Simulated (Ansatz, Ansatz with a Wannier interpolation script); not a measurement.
## CdCO3 (Otavite): quasiparticle bands by Wannier interpolation

Wanted: quasiparticle gap and band widths of CdCO3 (Otavite) over the whole zone.

Calculated with Ansatz 0.2.0; LDA, Wannier functions and G0W0, plane waves, PAW.

Most raw output is cut from this account.

## (1) Set-up

It takes space group R-3c (No. 167, trigonal). Conventional cell: a = 4.920 Å, b = 4.920 Å, c = 16.298 Å, α = 90.00°, β = 90.00°, γ = 120.00°. Cd has 6 O at 2.29 Å nearest. C has 3 O at 1.29 Å nearest. Nearest to O lie 1 C at 1.29 Å and 2 Cd at 2.29 Å. Farther neighbours and most contacts between anions are not listed.

Structure file:

```cif
data_structure
_symmetry_space_group_name_H-M 'P 1'
_symmetry_Int_Tables_number 1
_cell_length_a 6.1306
_cell_length_b 6.1306
_cell_length_c 6.1306
_cell_angle_alpha 47.319
_cell_angle_beta 47.319
_cell_angle_gamma 47.319
_cell_volume 113.91
loop_
_atom_site_label
_atom_site_type_symbol
_atom_site_fract_x
_atom_site_fract_y
_atom_site_fract_z
_atom_site_occupancy
Cd1 Cd 0.00000 0.00000 0.00000 1
Cd2 Cd 0.50000 0.50000 0.50000 1
C3 C 0.25000 0.25000 0.25000 1
C4 C 0.75000 0.75000 0.75000 1
O5 O 0.51140 0.98860 0.25000 1
O6 O 0.25000 0.51140 0.98860 1
O7 O 0.98860 0.25000 0.51140 1
O8 O 0.48860 0.01140 0.75000 1
O9 O 0.75000 0.48860 0.01140 1
O10 O 0.01140 0.75000 0.48860 1
```

The cell and positions come from the Crystallography Open Database and are kept as given unless a step says otherwise. The default PAW set here is soft_2. Its files were made with PBE.

## (2) LDA bands

Levels along a band path, at the cheap level, show where the edges lie and whether the meshes to come will hold them.

This step: DFT, LDA, plane waves, PAW.

Contents of input.yaml:

```yaml
crystal:
  lattice:
    - [2.4602, 1.4203971323, 5.4326666667]
    - [-2.4602, 1.4203971323, 5.4326666667]
    - [0.0, -2.8407942645, 5.4326666667]
  atoms:
    - { symbol: Cd, position: [0.0, 0.0, 0.0] }
    - { symbol: Cd, position: [0.5, 0.5, 0.5] }
    - { symbol: C, position: [0.25, 0.25, 0.25] }
    - { symbol: C, position: [0.75, 0.75, 0.75] }
    - { symbol: O, position: [0.5114, 0.9886, 0.25] }
    - { symbol: O, position: [0.25, 0.5114, 0.9886] }
    - { symbol: O, position: [0.9886, 0.25, 0.5114] }
    - { symbol: O, position: [0.4886, 0.0114, 0.75] }
    - { symbol: O, position: [0.75, 0.4886, 0.0114] }
    - { symbol: O, position: [0.0114, 0.75, 0.4886] }
kpoints:
  mp_grid: { grid: [4, 4, 4] }
  band_path:
    path:
      - [[0.0, 0.0, 0.0], [0.5, 0.5, 0.5], [0.7877609, 0.2122391, 0.5]]
      - [[0.5, -0.2122391, 0.2122391], [0.5, 0.0, 0.0], [0.0, 0.0, 0.0], [0.35611955, -0.35611955, 0.0]]
      - [[0.64388045, 0.0, 0.35611955], [0.5, 0.0, 0.5], [0.0, 0.0, 0.0]]
    npoints: 10
hamiltonian:
  xc: lda
scf:
  occupations: { method: fermi_dirac, width: 0.02 }
  n_extra_bands: 60
output:
  eigenvalues: true
  fatbands: true
  write_density: true
  write_potential: true
  elf: true
  volumetric_format: npy
```

On the command line:

```sh
> ansatz run input.yaml --threads 12 --pin off --max-ram 22118MiB --backend cpu --events-out ev --progress --plain --runs-dir out
```

It took 8.8 s on 12 threads of Arm Neoverse N1, shared host; peak memory 1.2 GiB; 94 s of CPU time.

This step gave:

```yaml
filled_bands: 42
gap: 2.753 eV
valence_top_at: F
conduction_bottom_at: Γ
least_direct_gap: 3.691 eV
```

The gap is indirect, with the least direct gap 0.94 eV higher.

Electronic bands along the path, in eV, zero at the top of the highest nominally filled band:

```
     point  band 39  band 40  band 41  band 42  band 43  band 44  band 45  band 46
         Γ    -1.34    -1.34    -0.94    -0.94     2.75     4.12     4.88     7.75
   halfway    -1.45    -1.45    -1.12    -1.12     2.90     3.89     5.19     6.94
         T    -1.56    -1.56    -1.56    -1.56     3.35     3.35     5.95     5.95
   halfway    -1.49    -1.49    -0.84    -0.84     4.07     4.07     6.07     6.07
        H2    -1.58    -1.58    -0.26    -0.26     5.18     5.18     5.68     5.68
jump to H0    -1.58    -1.58    -0.26    -0.26     5.18     5.18     5.68     5.68
   halfway    -1.60    -1.60    -0.26    -0.26     5.00     5.00     5.60     5.60
         L    -1.32    -1.32    -0.38    -0.38     4.79     4.79     5.52     5.52
   halfway    -1.40    -1.33    -1.05    -0.50     3.69     4.28     5.15     7.29
         Γ    -1.34    -1.34    -0.94    -0.94     2.75     4.12     4.88     7.75
   halfway    -1.43    -1.32    -1.03    -0.29     4.04     4.41     5.26     7.01
        S0    -1.72    -1.50    -0.31    -0.15     5.15     5.44     5.45     5.68
jump to S2    -1.72    -1.50    -0.31    -0.15     5.15     5.44     5.45     5.68
   halfway    -1.74    -1.26    -0.64    -0.03     5.00     5.34     5.55     5.91
         F    -1.62    -1.13    -0.84     0.00     4.94     5.26     5.56     6.05
   halfway    -1.61    -1.28    -1.20    -0.45     3.73     4.31     5.32     7.07
         Γ    -1.34    -1.34    -0.94    -0.94     2.75     4.12     4.88     7.75
```

Valence density in the ac plane of the conventional cell at fractional y = 0.000, with atoms of Cd and C and O within 0.2 Å of it. It is the smooth field of the valence electrons, not physical close to the nuclei.

Ten steps, logarithmic in the rise over the least value, from '0' (0 e/Å³) to '9' (17 e/Å³), each cell a mean:
```
97410001222368
22100024664212
00000014554200
00000001111000
21222110000011
45677520001234
44566410000134
11111100000001
00000011221000
00000024664200
43100014554224
98510000111379
97422211000268
22235653100012
00135652100000
00001111000000
11100000122221
44210001367654
43210001356644
10000000111111
00012221000000
00135653100000
43235652100124
98521110001379
```
Columns run along a (4.9 Å), rows up along c (16.3 Å), edges of the conventional cell, whose origin can differ from the input's. Atoms in or near the plane, at fractional coordinates: Cd at (0.00, 0.50), Cd at (0.00, 0.00), C at (0.00, 0.75), C at (0.00, 0.25), O at (0.26, 0.75), O at (0.74, 0.25).

Electrostatic potential energy in the ac plane of the conventional cell at fractional y = 0.000, with atoms of Cd and C and O within 0.2 Å of it. With pseudopotentials it is smooth inside the atoms' cores, unlike the true potential.

Ten even steps from '_' (-34 eV) to '@' (13 eV), each cell a mean:
```
::--++%%@@@@@@@@@@@@@@##==--
##%%@@@@@@@@@@**::..++@@%%##
@@@@@@@@@@@@@@##==--##@@@@@@
@@@@@@@@@@@@@@@@@@@@@@@@@@@@
%%%%@@%%@@@@@@@@@@@@@@@@@@%%
__..::____++@@@@@@@@@@%%++__
..--==::::**@@@@@@@@@@%%**::
%%@@@@@@@@@@@@@@@@@@@@@@@@@@
@@@@@@@@@@@@@@@@@@@@@@@@@@@@
@@@@@@@@@@@@@@**::..++@@@@@@
**##%%@@@@@@@@##==--##%%##**
::--++%%@@@@@@@@@@@@@@**==::
::==++%%@@@@@@@@@@@@@@##==--
##%%@@%%--..==@@@@@@@@@@%%##
@@@@@@%%++--++@@@@@@@@@@@@@@
@@@@@@@@@@@@@@@@@@@@@@@@@@@@
##%%@@@@@@@@@@@@@@@@%%@@@@%%
__::##@@@@@@@@@@##::__..::__
..==%%@@@@@@@@@@%%==::--==::
@@@@@@@@@@@@@@@@@@@@@@@@@@@@
@@@@@@@@@@@@@@@@@@@@@@@@@@@@
@@@@@@%%--..--%%@@@@@@@@@@@@
**##%%%%++--++@@@@@@@@@@##**
::--++%%@@@@@@@@@@@@@@**==::
```
Columns run along a (4.9 Å; values clipped at the 3rd and 97th percentile), rows up along c (16.3 Å), edges of the conventional cell, whose origin can differ from the input's. Atoms in or near the plane, at fractional coordinates: Cd at (0.00, 0.50), Cd at (0.00, 0.00), C at (0.00, 0.75), C at (0.00, 0.25), O at (0.26, 0.75), O at (0.74, 0.25).

## (3) Wannier functions (C:2p Cd:5s O:2p) on 8×8×8

Localised functions give a small Hamiltonian that interpolates between mesh points at no cost.

This step: maximally localised Wannier functions, LDA, plane waves, PAW.

input.yaml, the sections that differ from step 2:

```yaml
kpoints:
  mp_grid: { grid: [4, 4, 4] }
scf:
  occupations: { method: fixed }
  n_extra_bands: 60
output:
  wannier:
    kmesh: [8, 8, 8]
    projections:
      - { species: C, l: p, shell: 2 }
      - { species: Cd, l: s, shell: 5 }
      - { species: O, l: p, shell: 2 }
    minimise: true
    write_hr: true
    seedname: w
    conv_tol: 1.0e-07
    max_iter: 4000
    disentanglement:
      window: [3.26, 25.02]
      frozen_window: [3.26, 12.75]
      conv_tol: 1.0e-08
# crystal, hamiltonian: as in step 2
```

The job ended after 91 s (12 threads; peak memory 2.8 GiB; 14 min of CPU time).

Numbers from this step:

```yaml
gauge_invariant_spread: 51.73 Å²
diagonal_spread: 0.03790 Å²
off_diagonal_spread: 5.200 Å²
total_spread: 56.97 Å²
least_projectability: 1.09e-9
localisation_steps: 52
disentanglement_steps: 7569
r_m_s_interpolation_error: 3.20e-4 eV
r_m_s_error_near_the_gap: 2.57e-4 eV
```

Near the gap the model misses directly solved bands by 0.3 meV r.m.s. and by 2 meV at most in the window tested. This tests the starting bands, not the corrections carried with them.

Wannier functions, by row:

```
function   x (Å)   y (Å)  z (Å)  spread (Å²)  nearest atom  distance (Å)
       1  -2.086   0.573  5.152        2.556           Cd1         0.968
       2   1.539    1.52  5.152        2.556           Cd1         0.968
       3   0.546  -2.093  5.153        2.556           Cd1         0.967
       4   0.264   0.461  12.22        2.559            C4         0.531
       5  -0.531  -0.002  12.22        2.559            C4         0.531
       6   0.267  -0.459  12.22        2.559            C4         0.531
       7       0  -0.001  0.843        2.742           Cd1         0.843
       8  -0.001       0  7.306        2.734           Cd2         0.843
       9  -1.461    1.42  9.507        1.622            O5         0.287
      10  -1.971   1.419  9.508        2.539            C3         0.489
      11  -1.224    1.42  9.507        1.856            O5          0.05
      12  -0.499  -1.976  9.507        1.622            O6         0.287
      13  -0.618  -1.771  9.507        1.856            O6          0.05
      14  -0.244  -2.416  9.508        2.539            C3         0.489
      15   1.961   0.555  9.507        1.622            O7         0.287
      16   1.842    0.35  9.507        1.856            O7          0.05
      17   2.215   0.997  9.508        2.539            C3         0.489
      18   1.471   -1.42  6.791        1.629            O8         0.297
      19   0.556  -0.758  8.437        2.541           Cd2         0.983
      20   1.245   -1.42  6.791        1.863            O8         0.071
      21   0.494   1.984  6.791        1.629            O9         0.297
      22   0.608   1.788  6.791        1.863            O9         0.071
      23   0.378    0.86  8.437        2.541           Cd2         0.983
      24  -1.966  -0.564  6.791        1.629           O10         0.297
      25  -1.852  -0.368  6.791        1.863           O10         0.071
      26  -0.934  -0.102  8.437        2.541           Cd2         0.983
```

Frozen up to 5.75 eV; above it the model need not follow the bands. Electronic bands along the path, in eV, zero at the valence-band top:

```
     point  band 39  band 40  band 41  band 42  band 43  band 44  band 45  band 46
         Γ    -1.34    -1.34    -0.94    -0.94     2.75     4.12     4.88     7.93
   halfway    -1.45    -1.45    -1.12    -1.12     2.90     3.89     5.19     6.98
         T    -1.56    -1.56    -1.56    -1.56     3.35     3.35     5.96     5.96
   halfway    -1.49    -1.49    -0.84    -0.84     4.07     4.07     6.07     6.07
        H2    -1.58    -1.58    -0.26    -0.26     5.18     5.18     5.68     5.68
jump to H0    -1.58    -1.58    -0.26    -0.26     5.18     5.18     5.68     5.68
   halfway    -1.60    -1.60    -0.26    -0.26     5.00     5.00     5.60     5.60
         L    -1.32    -1.32    -0.38    -0.38     4.79     4.79     5.52     5.52
   halfway    -1.40    -1.33    -1.05    -0.50     3.69     4.28     5.15     7.37
         Γ    -1.34    -1.34    -0.94    -0.94     2.75     4.12     4.88     7.93
   halfway    -1.43    -1.32    -1.03    -0.29     4.04     4.41     5.26     7.07
        S0    -1.72    -1.50    -0.31    -0.15     5.15     5.44     5.46     5.68
jump to S2    -1.72    -1.50    -0.31    -0.15     5.15     5.44     5.46     5.68
   halfway    -1.74    -1.26    -0.64    -0.03     5.00     5.34     5.55     5.91
         F    -1.62    -1.13    -0.84     0.00     4.94     5.26     5.56     6.06
   halfway    -1.61    -1.28    -1.20    -0.45     3.73     4.31     5.32     7.13
         Γ    -1.34    -1.34    -0.94    -0.94     2.75     4.12     4.88     7.93
```

The same for Kohn-Sham, solved directly:

```
point  band 39  band 40  band 41  band 42  band 43  band 44  band 45  band 46
    Γ    -1.34    -1.34    -0.94    -0.94     2.75     4.12     4.88     7.75
    T    -1.56    -1.56    -1.56    -1.56     3.35     3.35     5.95     5.95
   H2    -1.58    -1.58    -0.26    -0.26     5.18     5.18     5.68     5.68
   H0    -1.58    -1.58    -0.26    -0.26     5.18     5.18     5.68     5.68
    L    -1.32    -1.32    -0.38    -0.38     4.79     4.79     5.52     5.52
    Γ    -1.34    -1.34    -0.94    -0.94     2.75     4.12     4.88     7.75
   S0    -1.72    -1.50    -0.31    -0.15     5.15     5.44     5.45     5.68
   S2    -1.72    -1.50    -0.31    -0.15     5.15     5.44     5.45     5.68
    F    -1.62    -1.13    -0.84     0.00     4.94     5.26     5.56     6.05
    Γ    -1.34    -1.34    -0.94    -0.94     2.75     4.12     4.88     7.75
```

## (4) G0W0 at every point of the mesh: 4×4×4 mesh, 428 empty bands, screening to 140 eV

Now the one-shot GW correction: screening in the RPA, then the self-energy of the levels asked for.

This step: G0W0 on LDA, plane waves, PAW.

input.yaml, the sections that differ from step 3:

```yaml
scf:
  occupations: { method: fixed }
gw:
  n_empty_bands: 428
  ecut_chi: 140.0
  qp_bands: [v10, c4]
  screening: { model: contour_deformation }
# crystal, kpoints, hamiltonian: as in step 3
# output: removed
```

Run time: 9.1 min. Hardware: 12 threads; peak memory 4.3 GiB; 1.6 h of CPU time.

This step gave:

```yaml
bands_summed: 470
rpa_eps_infinity_on_this_mesh_eigenvalues: 2.773, 3.668, 3.668
plane_waves_in_the_screening_matrix: 419
q_points_in_the_mesh: 64
g0w0_gap_on_the_mesh: 4.852 eV
k_of_the_valence_top: 0, -0.5, -0.5
k_of_the_conduction_bottom: 0, 0, 0
starting_gap_on_the_mesh: 2.753 eV
z_at_the_valence_top: 0.7686
z_at_the_conduction_bottom: 0.8321
least_direct_g0w0_gap_on_the_computed_points: 5.787 eV
```

The gap on the mesh goes from 2.75 eV to 4.85 eV, a correction of +2.10 eV. Between the two edge states, bare exchange in place of the xc potential would open the gap by 10.77 eV, and correlation takes back 8.67 eV.

## (5) Interpolating the corrections

A script adds the corrections, carried to the Wannier functions and back, to the LDA levels, along the path and on a 13×13×13 mesh.

```
G0W0 gap over the zone     : 4.852 eV
valence top at             : F
conduction bottom at       : Γ
starting gap over the zone : 2.753 eV
least direct G0W0 gap      : 5.787 eV
G0W0 gap on the mesh       : 4.852 eV
valence width, start       : 3.601 eV
valence width, G0W0        : 3.676 eV
gap by a rigid shift       : 4.852 eV
```

Levels solved directly plus the interpolated quasiparticle correction. Limits: finite bands, cutoff and mesh; d shell near the gap, gap tends to lie low; no spin-orbit coupling. Quasiparticle bands along the path, in eV, zero at the valence-band top of each set:

```
     point  band 39  band 40  band 41  band 42  band 43  band 44
         Γ    -1.33    -1.33    -0.94    -0.94     4.85     6.59
   halfway    -1.47    -1.47    -1.14    -1.14     5.06     6.32
         T    -1.64    -1.64    -1.64    -1.64     5.65     5.65
   halfway    -1.49    -1.49    -0.89    -0.89     6.46     6.46
        H2    -1.56    -1.56    -0.28    -0.28     7.71     7.71
jump to H0    -1.56    -1.56    -0.28    -0.28     7.71     7.71
   halfway    -1.61    -1.61    -0.28    -0.28     7.51     7.51
         L    -1.33    -1.33    -0.41    -0.41     7.27     7.27
   halfway    -1.40    -1.35    -1.06    -0.53     5.89     6.76
         Γ    -1.33    -1.33    -0.94    -0.94     4.85     6.59
   halfway    -1.45    -1.31    -1.06    -0.30     6.25     6.90
        S0    -1.72    -1.47    -0.34    -0.16     7.69     7.92
jump to S2    -1.72    -1.47    -0.34    -0.16     7.69     7.92
   halfway    -1.80    -1.22    -0.67    -0.03     7.54     7.90
         F    -1.74    -1.09    -0.88     0.00     7.45     7.88
   halfway    -1.64    -1.27    -1.25    -0.47     5.95     6.80
         Γ    -1.33    -1.33    -0.94    -0.94     4.85     6.59
```

The same for LDA:

```
point  band 39  band 40  band 41  band 42  band 43  band 44
    Γ    -1.34    -1.34    -0.94    -0.94     2.75     4.12
    T    -1.56    -1.56    -1.56    -1.56     3.35     3.35
   H2    -1.58    -1.58    -0.26    -0.26     5.18     5.18
   H0    -1.58    -1.58    -0.26    -0.26     5.18     5.18
    L    -1.32    -1.32    -0.38    -0.38     4.79     4.79
    Γ    -1.34    -1.34    -0.94    -0.94     2.75     4.12
   S0    -1.72    -1.50    -0.31    -0.15     5.15     5.44
   S2    -1.72    -1.50    -0.31    -0.15     5.15     5.44
    F    -1.62    -1.13    -0.84     0.00     4.94     5.26
    Γ    -1.34    -1.34    -0.94    -0.94     2.75     4.12
```

Corrections by starting level (eV, on the run's own energy scale, so only their differences matter):

```
start  correction
-3.59       −1.00
-3.03       −0.97
-2.65       −1.02
-2.31       −1.01
-2.12       −1.00
-1.86       −1.00
-1.71       −0.94
-1.54       −0.91
-1.34       −0.91
-1.12       −0.93
-0.50       −0.95
 0.00       −0.92
 3.35       +1.37
 4.74       +1.59
 5.15       +1.66
 5.83       +1.65
 7.29       +1.69
```

## (6) LDA+SOC bands, for comparison

The many-body steps leave out spin-orbit coupling, so its effect is taken from a two-component run, with twice the bands.

This step: DFT, LDA with spin-orbit coupling, plane waves, PAW.

input.yaml, the sections that differ from step 4:

```yaml
kpoints:
  mp_grid: { grid: [4, 4, 4] }
  band_path:
    path:
      - [[0.0, 0.0, 0.0], [0.5, 0.5, 0.5], [0.7877609, 0.2122391, 0.5]]
      - [[0.5, -0.2122391, 0.2122391], [0.5, 0.0, 0.0], [0.0, 0.0, 0.0], [0.35611955, -0.35611955, 0.0]]
      - [[0.64388045, 0.0, 0.35611955], [0.5, 0.0, 0.5], [0.0, 0.0, 0.0]]
    npoints: 10
scf:
  occupations: { method: fermi_dirac, width: 0.02 }
  n_extra_bands: 14
magnetization:
  noncollinear: true
  spin_orbit: true
output:
  eigenvalues: true
# crystal, hamiltonian: as in step 4
# gw: removed
```

Run time: 33 s. Hardware: 12 threads; peak memory 2.4 GiB.

This step gave:

| Item | Value |
| --- | --- |
| filled bands | 84 |
| gap | 2.751 eV |
| valence top at | F |
| conduction bottom at | Γ |
| least direct gap | 3.673 eV |

The gap is that of LDA.

The electronic bands at the labelled points (eV, zero at the top of the highest nominally filled band):

```
     point  band 81  band 82  band 83  band 84  band 85  band 86  band 87  band 88
         Γ    -0.95    -0.95    -0.92    -0.92     2.75     2.75     4.12     4.12
   halfway    -1.13    -1.13    -1.11    -1.11     2.89     2.89     3.89     3.89
         T    -1.56    -1.56    -1.56    -1.56     3.35     3.35     3.35     3.35
   halfway    -0.85    -0.85    -0.84    -0.84     4.07     4.07     4.07     4.07
        H2    -0.26    -0.26    -0.26    -0.26     5.17     5.17     5.17     5.17
jump to H0    -0.26    -0.26    -0.26    -0.26     5.17     5.17     5.17     5.17
   halfway    -0.26    -0.26    -0.26    -0.26     5.00     5.00     5.00     5.00
         L    -0.38    -0.38    -0.38    -0.38     4.78     4.78     4.78     4.78
   halfway    -1.05    -1.05    -0.50    -0.50     3.69     3.69     4.28     4.28
         Γ    -0.95    -0.95    -0.92    -0.92     2.75     2.75     4.12     4.12
   halfway    -1.03    -1.03    -0.29    -0.29     4.03     4.03     4.41     4.41
        S0    -0.31    -0.31    -0.15    -0.15     5.14     5.14     5.43     5.43
jump to S2    -0.31    -0.31    -0.15    -0.15     5.14     5.14     5.43     5.43
   halfway    -0.64    -0.64    -0.03    -0.03     5.00     5.00     5.34     5.34
         F    -0.84    -0.84     0.00     0.00     4.94     4.94     5.26     5.26
   halfway    -1.20    -1.20    -0.45    -0.45     3.73     3.73     4.31     4.31
         Γ    -0.95    -0.95    -0.92    -0.92     2.75     2.75     4.12     4.12
```

## (7) What came out

```json
{
  "LDA gap": "2.75 eV",
  "G0W0 gap over the zone": "4.85 eV, indirect",
  "least direct G0W0 gap, in the model": "5.79 eV",
  "with the spin-orbit change": "4.85 eV",
  "GW settings": "4×4×4 mesh, 428 empty bands, screening to 140 eV",
  "known limits": "not at the basis limit; d shell near the gap, gap tends to lie low; no spin-orbit coupling"
}
```

In words: The Wannier model follows the LDA bands to under 1 meV r.m.s. near the gap. The G0W0 gap over the zone is 4.85 eV, indirect, from F to Γ; on the mesh alone it is 4.85 eV, nearly the same. The valence width in the model goes from 3.60 eV to 3.68 eV. LDA+SOC gives a gap of 2.75 eV on the same path, a spin-orbit change of −0.001 eV that would bring the G0W0 gap to 4.85 eV. Bands and cutoff are finite, so the gap is not at the basis limit. The miss can reach some tenths of an eV and take either sign; the mesh is an error of its own. Above the frozen window of the model the interpolated levels need not meet the computed ones, even at points of the mesh. A d shell, filled or nearly so, lies near the gap. One-shot GW converges very slowly in bands there, not always from below, and on a semilocal start the gap tends to come out low; starts rich in exact exchange can overshoot instead.

[Paths, hosts, dates, memory and timing lines, banners, echoed tables and standing remarks are left out of the program output.]

[Logs are printed without paths, hosts, clocks, repeated set-up lines and the standing remarks that a program may print on its own settings, such as how far it seeks lower states.]

[Runs of the session that timed out or met a known fault of the program may be left out.]

[Hosts, paths, dates, database ids (printed as entryN), source tags and the programs' standing remarks are cut or masked in the printed files.]
